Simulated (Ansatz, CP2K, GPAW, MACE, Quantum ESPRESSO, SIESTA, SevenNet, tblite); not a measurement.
## (5,5) carbon nanotube bundle (80 atoms) in tblite

How do the settings of tblite change the result for (5,5) carbon nanotube bundle (80 atoms)? A plane-wave run serves as the yardstick.

Method: the method is named at each step, in tblite 0.8.0.

## Step 1: Starting point

The cell holds 80 atoms: 80 C. Its edges and angles: a = 10.081 Å, b = 10.081 Å, c = 9.721 Å, α = 90.0°, β = 90.0°, γ = 120.0°. It derives from C (graphene). Graphene sheet (a = 2.46 Å) rolled into a (5,5) tube of diameter 6.78 Å, 4 periods, hexagonal bundle with 3.3 Å between walls; minimised with a classical potential (one cell length free). Then every atom was moved at random, 0.02 Å r.m.s. a Cartesian component. The structure's axis is c.

The yardstick, on the same geometry:

```
method                 : Kohn-Sham DFT, PBE, SSSP efficiency 1.3.0 pseudopotentials, plane waves (Quantum ESPRESSO 7.5); sssp-pbe-1.3.0-efficiency, cutoffs 45/360 Ry, Γ point
r.m.s. force component : 1.375 eV/Å
longest force          : 5.533 eV/Å
pressure               : 11.26 GPa
time                   : 2.1 min on 2 MPI ranks of Arm Neoverse V2, shared host
CPU time               : 4.1 min
```

## Step 2: IPEA1-xTB

Method: IPEA1-xTB tight binding, diagonalisation.

run.py reads:

```python
import numpy as np
from ase.io import read
from tblite.ase import TBLite

atoms = read("structure.xyz")
atoms.calc = TBLite(method="IPEA1-xTB", electronic_temperature=580, accuracy=1.0, max_iterations=250, mixer_damping=0.1, verbosity=1)
energy = atoms.get_potential_energy()
forces = atoms.get_forces()
print(f"energy {energy:.6f} eV")
print("forces (eV/A)")
for i, (a, f) in enumerate(zip(atoms, forces)):
    print(f"{i:4d} {a.symbol:2s} {f[0]:10.5f} {f[1]:10.5f} {f[2]:10.5f}")
stress = -atoms.get_stress(voigt=False) * 160.21766
print("stress (GPa, compression positive)")
for row in stress:
    print(" ".join(f"{x:10.4f}" for x in row))
print("charges (e)")
print(np.array2string(atoms.get_charges(), precision=4, suppress_small=True, max_line_width=110, threshold=100000))
```

structure.xyz reads:

```xyz
80
Lattice="10.08135 0.00000 0.00000 -5.04067 8.73070 0.00000 0.00000 0.00000 9.72051" Properties=species:S:1:pos:R:3 pbc="T T T"
C 3.36500 0.70064 1.27572
C 3.12663 1.39307 0.05998
C 2.26427 2.51252 0.03908
C 1.68863 2.91483 1.28330
C 0.36510 3.33958 1.29594
C -0.36227 3.39354 2.49224
C 8.36808 2.91317 0.08068
C 7.82908 2.52038 1.25570
C 6.94338 1.40625 1.30459
C 6.76539 0.71854 2.47688
C 1.69856 8.05835 0.09108
C 1.94586 7.34243 1.26726
C 2.75055 6.22770 1.27591
C 3.33103 5.82626 2.50566
C 4.68012 5.39514 2.50935
C 5.45104 5.34782 1.31519
C 6.71635 5.79815 1.26328
C -2.73875 6.24533 2.47474
C -1.91288 7.30105 2.50274
C -1.73807 8.00020 1.26736
C 3.33794 0.68920 3.72451
C 3.15062 1.36112 2.48320
C 2.24708 2.46372 2.48826
C 1.69110 2.93535 3.69302
C 0.37815 3.34037 3.67426
C -0.34337 3.35154 4.92023
C 8.40316 2.89239 2.50954
C 7.80660 2.46904 3.68543
C 6.99782 1.35509 3.71596
C 6.75541 0.68222 4.91615
C 1.68944 8.01234 2.51236
C 1.95120 7.35850 3.71673
C 2.79818 6.23756 3.69564
C 3.37443 5.81168 4.90837
C 4.67735 5.37322 4.90730
C 5.38662 5.37069 3.70769
C 6.70813 5.81604 3.70031
C -2.78119 6.21739 4.94142
C -1.92982 7.37229 4.92966
C -1.71241 8.04953 3.73899
C 3.31555 0.68798 6.12693
C 3.10848 1.34138 4.94356
C 2.24406 2.50091 4.94074
C 1.71595 2.92513 6.13082
C 0.35164 3.36795 6.12120
C -0.34765 3.36595 7.35318
C 8.39051 2.91693 4.93141
C 7.78452 2.51112 6.14881
C 6.98179 1.39822 6.12450
C 6.75803 0.70387 7.35843
C 1.69332 8.00247 4.92392
C 1.93099 7.36295 6.12878
C 2.77298 6.20788 6.14764
C 3.32997 5.82023 7.36329
C 4.70346 5.37270 7.36591
C 5.39428 5.36545 6.13384
[... 20 atom lines left out ...]
C 6.72270 5.81404 8.59604
C -2.74364 6.24647 0.05871
C -1.92967 7.34880 0.08350
C -1.72239 8.02002 8.57689
```

Run with:

```console
> OMP_NUM_THREADS=1 python run.py > output.txt
```

The program printed:

```text
------------------------------------------------------------
  cycle        total energy    energy error   density error
------------------------------------------------------------
      1     -193.6138460447  -1.9816881E+02   7.3090128E-01
      2     -193.6153938212  -1.5477765E-03   6.5778831E-01
      3     -193.6078977671   7.4960540E-03   1.0029429E-02
      4     -193.6154947680  -7.5970009E-03   1.9767979E-03
      5     -193.6158229746  -3.2820663E-04   3.5029994E-04
      6     -193.6158332232  -1.0248597E-05   5.8369504E-05
      7     -193.6158335814  -3.5814656E-07   2.5070872E-05
      8     -193.6158336159  -3.4570149E-08   1.7545065E-05
------------------------------------------------------------
 total:                                   4.959 sec
energy -5268.555189 eV
forces (eV/A)
   0 C    -0.12255   -0.45550   -0.46880
   1 C     0.18800   -0.80741    0.49206
   2 C     0.71439   -0.21362    2.04235
   3 C     1.02306   -0.49345   -0.72792
   4 C    -1.58059    0.79346   -1.74530
   5 C     0.49532   -0.58630    0.17927
   6 C     1.44167    0.91037   -2.28284
   7 C    -1.42542   -0.77647    3.63594
   8 C     0.17997   -0.55053   -3.40609
   9 C    -0.91594   -1.69212    1.63997
  10 C     0.09395   -2.27558   -2.76593
  11 C    -1.79330    2.19210    1.77319
  12 C     0.96774   -1.27505    0.82010
  13 C     0.97370   -0.78629   -1.93501
  14 C     0.41284   -0.74296   -1.17211
  15 C    -5.78769   -0.27989   -2.77656
  16 C     4.48001    1.66972    0.64853
  17 C    -3.56343   -3.99152    1.25656
  18 C     1.84400    4.64924    0.10902
  19 C     1.65270    1.41682    2.35812
  20 C     0.22535    1.68971   -0.88595
  21 C    -0.73262    0.50019    1.11287
  22 C     1.13104    0.58183   -0.03011
  23 C     1.81844   -1.42222    0.77179
[...]
72 C     0.38877   -0.40818    2.79321
  73 C    -0.62240   -0.04992   -2.43889
  74 C     3.41340   -0.72865    1.38277
  75 C    -2.75852   -0.86352    4.26708
  76 C     3.02592    1.06278   -2.78047
  77 C    -2.48414   -3.04737    0.52094
  78 C     0.74679    0.65044   -2.02050
  79 C     0.14590   -0.77103   -0.39409
stress (GPa, compression positive)
    4.4822     1.3537     0.0226
    1.3537     5.6339    -0.1311
    0.0226    -0.1311     6.5048
charges (e)
[-0.0013 -0.0016  0.002   0.0006  0.0011 -0.0026  0.0029  0.0009 -0.005   0.0015  0.0008  0.0016  0.0025
  0.0017  0.0001 -0.0026  0.003   0.001  -0.0015  0.0022  0.0027 -0.0029  0.0018  0.0001  0.0023 -0.0022
  0.0019 -0.0007  0.0001  0.0003 -0.0039  0.0009  0.0017  0.0012  0.0011  0.0003 -0.002  -0.0031 -0.0032
  0.0021  0.0045 -0.0011 -0.0007  0.0024 -0.0013 -0.0001 -0.0025  0.0024 -0.0012 -0.0026  0.0011  0.0022
 -0.0028  0.0021 -0.0012 -0.0021  0.004  -0.0023 -0.0008  0.0025  0.0008 -0.0054  0.0005  0.0019 -0.0031
 -0.0045 -0.0008  0.002   0.0009  0.0006  0.0004 -0.0025 -0.0002  0.0015 -0.0065  0.0023  0.0004  0.0009
  0.0026 -0.0001]
```

Run time: 5.5 s. Hardware: 1 thread of Arm Neoverse V2, shared host; peak memory 0.11 GiB.

Banners, paths, timers and routine set-up lines are dropped from the logs unmarked, and long logs keep their key lines alone; longer cuts are marked.

Against the reference:

```yaml
r_m_s_force_component: 1.594 eV/Å
r_m_s_difference_of_force_components: 266.5 meV/Å
longest_difference_of_force_vectors: 912.5 meV/Å
force_difference_over_r_m_s_force: 19.38 %
slope_of_forces_against_the_reference_s: 1.154
correlation_of_force_components: 0.9948
pressure: 5.54 GPa
pressure_difference: -5.721 GPa
```

Local excerpt of 10 atoms (numbers count through the whole input) about C16, which bears the longest force; x, y, z are measured from there.

```
atom      x     y      z  distance (Å)  bonds  Mulliken charge (e)     Fx     Fy  Fz (eV/Å)
 C16   0.00  0.00   0.00          0.00      3                 0.00  -5.79  -0.28      -2.78
 C17   1.27  0.45  -0.05          1.34      3                 0.00   4.48   1.67       0.65
 C15  -0.77  0.05   1.19          1.42      3                 0.00   0.41  -0.74      -1.17
 C75  -0.79  0.04  -1.27          1.50      3                -0.01   3.41  -0.73       1.38
 C18   1.89  0.90   1.16          2.39      3                 0.00  -3.56  -3.99       1.26
 C36  -0.06  0.02   2.39          2.39      3                 0.00   0.05  -0.05      -0.15
 C78   1.89  0.90  -1.26          2.44      3                 0.00  -2.48  -3.05       0.52
 C14  -2.12  0.48   1.19          2.48      3                 0.00   0.97  -0.79      -1.94
 C74  -2.11  0.47  -1.23          2.49      3                 0.00  -0.62  -0.05      -2.44
 C76  -0.03  0.05  -2.51          2.51      3                 0.00  -2.76  -0.86       4.27
```

Atoms are counted from 1 here, from 0 in the log.

Forces lie 19 % from the reference's, at 0.022 times its CPU time (on 1 against 2 cores).

## Step 3: GFN2-xTB

Method: GFN2-xTB tight binding, diagonalisation.

run.py: that of step 2 with these lines changed.

```diff
@@ -5,3 +5,3 @@
 atoms = read("structure.xyz")
-atoms.calc = TBLite(method="IPEA1-xTB", electronic_temperature=580, accuracy=1.0, max_iterations=250, mixer_damping=0.1, verbosity=1)
+atoms.calc = TBLite(method="GFN2-xTB", electronic_temperature=580, accuracy=1.0, max_iterations=250, mixer_damping=0.1, verbosity=1)
 energy = atoms.get_potential_energy()
```

structure.xyz is that of step 2.

The program printed:

```text
------------------------------------------------------------
  cycle        total energy    energy error   density error
------------------------------------------------------------
      1     -171.9306198880  -1.7570372E+02   1.4640811E-01
      2     -171.9316882397  -1.0683517E-03   1.3164012E-01
      3     -171.9279564579   3.7317818E-03   7.2607748E-03
      4     -171.9326454929  -4.6890350E-03   1.6952578E-03
      5     -171.9326964865  -5.0993583E-05   1.2877619E-03
      6     -171.9327016818  -5.1952453E-06   8.0363759E-04
      7     -171.9327085202  -6.8384613E-06   1.5448558E-04
      8     -171.9327105944  -2.0741201E-06   5.4452333E-05
      9     -171.9327107258  -1.3148920E-07   3.5051346E-05
     10     -171.9327107583  -3.2500367E-08   2.0686007E-05
     11     -171.9327107612  -2.8486795E-09   6.9268062E-06
------------------------------------------------------------
 total:                                   5.152 sec
energy -4678.527363 eV
forces (eV/A)
   0 C    -0.09144   -0.30389   -0.40373
   1 C     0.20142   -0.60019    0.42147
   2 C     0.60882   -0.15535    1.65921
   3 C     0.87756   -0.39680   -0.58278
   4 C    -1.32457    0.67880   -1.38023
   5 C     0.41083   -0.39660    0.12266
   6 C     1.13629    0.75792   -1.86450
   7 C    -1.18468   -0.62017    2.94005
   8 C     0.09818   -0.40362   -2.73916
   9 C    -0.71567   -1.31003    1.29823
  10 C     0.07392   -1.89812   -2.18559
  11 C    -1.50151    1.74205    1.42592
[...]
75 C    -2.25449   -0.75185    3.40622
  76 C     2.48713    0.86703   -2.18786
  77 C    -1.92262   -2.45415    0.42735
  78 C     0.69022    0.51373   -1.61888
  79 C     0.11084   -0.71838   -0.33872
stress (GPa, compression positive)
    5.7246     1.1212     0.0200
    1.1212     6.5759    -0.1307
    0.0200    -0.1307     7.6634
charges (e)
[-0.001  -0.0009  0.0033  0.0004  0.0022 -0.0013  0.0062  0.0017 -0.0066  0.0018  0.0008  0.0028  0.0051
  0.0014 -0.0009 -0.002   0.0037  0.0012 -0.0006  0.0007  0.0049 -0.0023  0.0002  0.0007  0.0034 -0.0025
  0.0008  0.0002  0.0021 -0.0016 -0.0076  0.0023  0.0023  0.0001  0.0024  0.0032 -0.0064 -0.0055 -0.0048
  0.002   0.0088 -0.0021 -0.0035  0.0055 -0.0024  0.0026 -0.0069  0.0062 -0.0012 -0.0075  0.003   0.0043
 -0.0056  0.0028 -0.0014 -0.0036  0.0073 -0.0051 -0.0009  0.0033  0.0016 -0.0103  0.0002  0.0035 -0.0035
 -0.0085 -0.0039  0.002   0.0057 -0.0009  0.0008 -0.0043  0.0004  0.0026 -0.013   0.0063 -0.0008  0.0007
  0.0075 -0.0016]
```

Run time: 5.7 s. Hardware: 1 thread; peak memory 0.11 GiB.

Against the reference:

* r.m.s. force component: 1.29 eV/Å
* r.m.s. difference of force components: 144.5 meV/Å
* longest difference of force vectors: 462.6 meV/Å
* force difference over r.m.s. force: 10.51 %
* slope of forces against the reference's: 0.935
* correlation of force components: 0.9961
* pressure: 6.655 GPa
* pressure difference: -4.606 GPa

Against the first run (19 %), the force difference from the reference is 11 %, at 1.0 times the CPU time.

## Step 4: Side by side

Differences are against the plane-wave reference, forces as r.m.s. over components; share is that over the reference's r.m.s. force, slope the least-squares factor from reference forces to these. Total energies of different programs have different zeros and aren't compared.

```csv
run,"Δ force, r.m.s. (meV/Å)",share (%),slope,Δ pressure (GPa),cores,CPU time,memory (GiB)
reference,-,-,-,-,2,4.1 min,1.8
tblite IPEA1-xTB,266,19.4,1.154,-5.72,1,5.5 s,0.11
tblite GFN2-xTB,144,10.5,0.935,-4.61,1,5.7 s,0.11
```

CPU time is summed over cores on a shared host, where runs went side by side, so it is rough. Symmetry, cutoffs, thresholds, outputs and thread counts weren't matched or tuned between programs; memory under MPI is the largest rank's times the ranks.

## Step 5: Summary of results

- nearest in forces: tblite GFN2-xTB, 11 %
- its CPU time: 5.7 s

What this shows: Tight binding differs by 11 % (tblite GFN2-xTB) to 19 % (tblite IPEA1-xTB); it is another model, with fitted parameters of its own, and the xTB methods hold dispersion. IPEA1-xTB was fitted to ionisation energies and electron affinities, not to forces or charges. Of the electronic-structure runs that take under half the reference's CPU time, tblite GFN2-xTB comes nearest, at 11 % in 5.7 s against 4.1 min; its pressure misses by -4.6 GPa. Periodic xTB results under one method name differ between programs and library versions. The reference's pressure holds the uncorrected Pulay stress of its 45 Ry basis, so small pressure differences, and their order, may be the reference's own error. The reference's stress is far from hydrostatic: its diagonal is 9.6, 11.6, 12.6 GPa, compression counted positive. The reference's pressure of 11 GPa belongs to a cell and atoms that aren't relaxed at this level. The electronic-structure runs sample only Γ, in a cell whose shortest periodic width is 9 Å.

[Also dropped from logs without a mark: logging warnings of Python, and SIESTA's first energy breakdown and zero terms.]

[Logs are printed without paths, hosts, clocks, repeated set-up lines and the standing remarks that a program may print on its own settings, such as how far it seeks lower states.]

[Hosts, paths, dates, database ids (printed as entryN), source tags and the programs' standing remarks are cut or masked in the printed files.]
